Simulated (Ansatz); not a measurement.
# SiC wire along [110], 8 atoms a period, H-terminated: bands by functional and under strain, part 3 of 3

Wanted: the relaxed geometry and the bands of the SiC wire along [110], 8 atoms a period, H-terminated.

Ansatz 0.2.0; DFT PBE, plane waves, PAW; relaxation of a wire's period; PAW set soft_1 (the session's first sound run).

So far, band gap (eV): step 3 (the perfect wire, PBE) 3.62; step 4 (another level of theory, cutoff 500 eV, k-mesh 1×1×20, r2SCAN PBE) 4.07; step 5 (levels at the same atoms, level HSE06, cutoff 420 eV, HSE06 PBE) 4.67.

## Step 6: At a strained period, period over the relaxed period 1.06 (continued)

Level of this step: DFT PBE, plane waves, PAW; relaxation at a fixed period; PAW set soft_1 (Ansatz).

Step by step:

| step | energy less that of the first step (eV) | largest force component (eV/Å) |
| --- | --- | --- |
| 1 | 0.0000 | 0.6299 |
| 2 | -0.0536 | 0.2534 |
| 3 | -0.0577 | 0.0309 |
| 4 | -0.0579 | 0.0089 |

Forces are held to the 4 operations that the run works with; a distortion that breaks them can't arise in this run.

The atoms that moved most (Å):

| atom | dx | dy | dz | length |
| --- | --- | --- | --- | --- |
| C5 | -0.072 | 0.000 | 0.000 | 0.072 |
| H8 | 0.070 | 0.003 | 0.000 | 0.070 |
| H9 | 0.070 | -0.003 | 0.000 | 0.070 |
| H6 | -0.064 | -0.004 | 0.000 | 0.064 |
| H7 | -0.064 | 0.004 | 0.000 | 0.064 |
| Si10 | 0.064 | 0.000 | 0.000 | 0.064 |
| H16 | 0.032 | -0.010 | 0.000 | 0.033 |
| H2 | 0.032 | 0.010 | 0.000 | 0.033 |

The relaxed structure:

```xyz
16
Lattice="13.7700 0.0000 0.0000 0.0000 12.2980 0.0000 0.0000 0.0000 3.3106" Properties=species:S:1:pos:R:3
C     5.3613    6.1488    0.0000
H     5.6274    8.9247    0.0000
Si    6.4759    7.6871    0.0000
Si    6.4759    4.6106    0.0000
C     9.6490    6.1488    0.0000
H    10.3145    7.0300    0.0000
H    10.3145    5.2676    0.0000
H     3.4572    7.3614    1.6553
H     3.4572    4.9362    1.6553
Si    4.3371    6.1488    1.6553
C     7.4951    7.6662    1.6553
C     7.4951    4.6314    1.6553
H     8.1224    8.5777    1.6553
H     8.1224    3.7200    1.6553
Si    8.6385    6.1488    1.6553
H     5.6274    3.3729    0.0000
```

This step gave:

- band gap: 3.444 eV

Electronic bands along the path, in eV, zero at the Fermi level:

| point | band 17 | band 18 | band 19 | band 20 | band 21 | band 22 | band 23 | band 24 |
| --- | --- | --- | --- | --- | --- | --- | --- | --- |
| Γ | -2.48 | -2.31 | -1.98 | -1.73 | 1.71 | 2.88 | 3.04 | 3.27 |
| halfway | -2.85 | -2.55 | -2.48 | -2.23 | 3.39 | 3.75 | 3.76 | 4.07 |
| Z | -3.32 | -3.04 | -3.00 | -2.93 | 2.91 | 3.03 | 4.20 | 4.67 |

The gap is 3.44 eV, against 3.62 eV under PBE at the relaxed period.

## Step 7: Strain along the wire, period over the relaxed period 1.03

The period is set to 1.03 times the relaxed one and the atoms relax within it: strain changes bond lengths and angles, which shifts the bands against each other. Against the first PBE run of this kind, the mesh along the wire has 19 points against 26.

The cell differs from the one that the last finished run ended in (c 3.311 → 3.217 Å).

The input, input.yaml:

```yaml
crystal:
  lattice:
    - [13.77, 0.0, 0.0]
    - [0.0, 12.298, 0.0]
    - [0.0, 0.0, 3.2169480459]
  atoms:
    - { symbol: C, position: [0.388050516, 0.499984861, 0.0] }
    - { symbol: H, position: [0.406372524, 0.724886939, 0.0] }
    - { symbol: Si, position: [0.468968891, 0.624898796, 0.0] }
    - { symbol: Si, position: [0.468968891, 0.375070926, 0.0] }
    - { symbol: C, position: [0.705947135, 0.499984861, 0.0] }
    - { symbol: H, position: [0.753695758, 0.571958477, 0.0] }
    - { symbol: H, position: [0.753695758, 0.428011245, 0.0] }
    - { symbol: H, position: [0.245995454, 0.598369488, 0.5] }
    - { symbol: H, position: [0.245995454, 0.401600234, 0.5] }
    - { symbol: Si, position: [0.310330618, 0.499984861, 0.5] }
    - { symbol: C, position: [0.546331611, 0.622990244, 0.5] }
    - { symbol: C, position: [0.546331611, 0.376979478, 0.5] }
    - { symbol: H, position: [0.591229374, 0.697504142, 0.5] }
    - { symbol: H, position: [0.591229374, 0.30246558, 0.5] }
    - { symbol: Si, position: [0.629379783, 0.499984861, 0.5] }
    - { symbol: H, position: [0.406372524, 0.275082783, 0.0] }
kpoints:
  mp_grid: { grid: [1, 1, 19] }
  band_path: { path: ["Γ", Z], npoints: 90 }
scf:
  occupations: { method: fermi_dirac, width: 0.05 }
hamiltonian:
  xc: pbe
  pseudopotentials: { kind: paw, azcp: { folder: soft_1 } }
relax:
  max_steps: 40
  f_tol: 0.02
output:
  stress: true
```

On the command line:

```sh
$ ansatz run input.yaml --threads 4 --pin off --max-ram 16384MiB --backend cpu --events-out ev --progress --plain --runs-dir out
```

Numbers of over 12 decimals in the logs are rounded to 6 here.

What it wrote:

```text
[...]
Crystal: 16 atoms, lattice volume = 544.769 Å³
Basis set: ecut = 420 eV, 10713 PW (Γ), exchange–correlation on 192×180×48 points (8 copies of the dense FFT grid, shifted against one another)
Bands: 36, of which v1, the nominal top of the filled ones, is band 20 counted from 1 (19 counted from 0)
Symmetry: 4 space group operations
[...]
- { symbol: H, position: [0.248507, 0.401502, 0.5] }
    - { symbol: Si, position: [0.312618, 0.499984861, 0.5] }
    - { symbol: C, position: [0.545306, 0.623028, 0.5] }
    - { symbol: C, position: [0.545306, 0.376942, 0.5] }
    - { symbol: H, position: [0.590477, 0.697372, 0.5] }
    - { symbol: H, position: [0.590477, 0.302598, 0.5] }
    - { symbol: Si, position: [0.628499, 0.499984861, 0.5] }
    - { symbol: H, position: [0.407509, 0.274819, 0.0] }
[key lines of the parts left out:]
SCF converged after 2 iterations
Free energy (F): -3675.991658 eV
Fermi energy:    -1.464843 eV
P = ⅓ Tr σ = -0.6866 GPa (-6.866 kbar)
```

It took 46 s on 4 threads of Arm Neoverse V1, shared host; peak memory 1.4 GiB.

The steps of the relaxation:

| step | energy less that of the first step (eV) | largest force component (eV/Å) |
| --- | --- | --- |
| 1 | 0.0000 | 0.3612 |
| 2 | -0.0150 | 0.1599 |
| 3 | -0.0168 | 0.0152 |
| 4 | -0.0168 | 0.0152 |

The run keeps the 4 symmetry operations that it works with, so distortions that break them were not tested.

The atoms that moved most (Å):

| atom | dx | dy | dz | length |
| --- | --- | --- | --- | --- |
| C5 | -0.035 | 0.000 | 0.000 | 0.035 |
| H8 | 0.035 | 0.001 | 0.000 | 0.035 |
| H9 | 0.035 | -0.001 | 0.000 | 0.035 |
| Si10 | 0.031 | 0.000 | 0.000 | 0.031 |
| H6 | -0.031 | -0.002 | 0.000 | 0.031 |
| H7 | -0.031 | 0.002 | 0.000 | 0.031 |
| H2 | 0.016 | 0.003 | 0.000 | 0.016 |
| H16 | 0.016 | -0.003 | 0.000 | 0.016 |

Final coordinates:

```xyz
16
Lattice="13.7700 0.0000 0.0000 0.0000 12.2980 0.0000 0.0000 0.0000 3.2169" Properties=species:S:1:pos:R:3
C     5.3514    6.1488    0.0000
H     5.6114    8.9179    0.0000
Si    6.4673    7.6847    0.0000
Si    6.4673    4.6130    0.0000
C     9.6858    6.1488    0.0000
H    10.3470    7.0321    0.0000
H    10.3470    5.2655    0.0000
H     3.4219    7.3600    1.6085
H     3.4219    4.9377    1.6085
Si    4.3047    6.1488    1.6085
C     7.5089    7.6620    1.6085
C     7.5089    4.6356    1.6085
H     8.1309    8.5763    1.6085
H     8.1309    3.7213    1.6085
Si    8.6544    6.1488    1.6085
H     5.6114    3.3797    0.0000
```

This step gave:

| Property | Result |
| --- | --- |
| band gap | 3.594 eV |

The gap is 3.59 eV, against 3.62 eV under PBE at the relaxed period.

## Step 8: Summary of results

| Item | Value |
| --- | --- |
| cell length, PBE | 3.123 Å |
| gap, PBE | 3.62 eV |
| gap, r2SCAN | 4.07 eV |
| gap, HSE06 | 4.67 eV |
| gap, period scaled by 1.06 | 3.44 eV |
| gap, period scaled by 1.03 | 3.59 eV |

Under PBE the cell's length is 3.12 Å, and a gap of 3.62 eV makes it a semiconductor. At the relaxed period the wire is gapped under every functional, from 3.62 eV (PBE) to 4.67 eV (HSE06). Weak screening in one dimension makes quasiparticle gaps larger than the semilocal gaps, as a rule. Strain matters: under PBE the gap goes from 3.62 eV to 3.59 eV at 1.03 times the period and 3.44 eV at 1.06 times the period. Plain hydrogen on a compound's surface is a simple closure: it may leave surface states, and facets that end in unlike atoms put a field across the wire, both of which shrink the gap. A hybrid's gap is read on a coarse mesh, without a band path.

[Logs are printed without paths, hosts, clocks, repeated set-up lines and the standing remarks that a program may print on its own settings, such as how far it seeks lower states.]

[Hosts, paths, dates, database ids (printed as entryN), source tags and the programs' standing remarks are cut or masked in the printed files.]
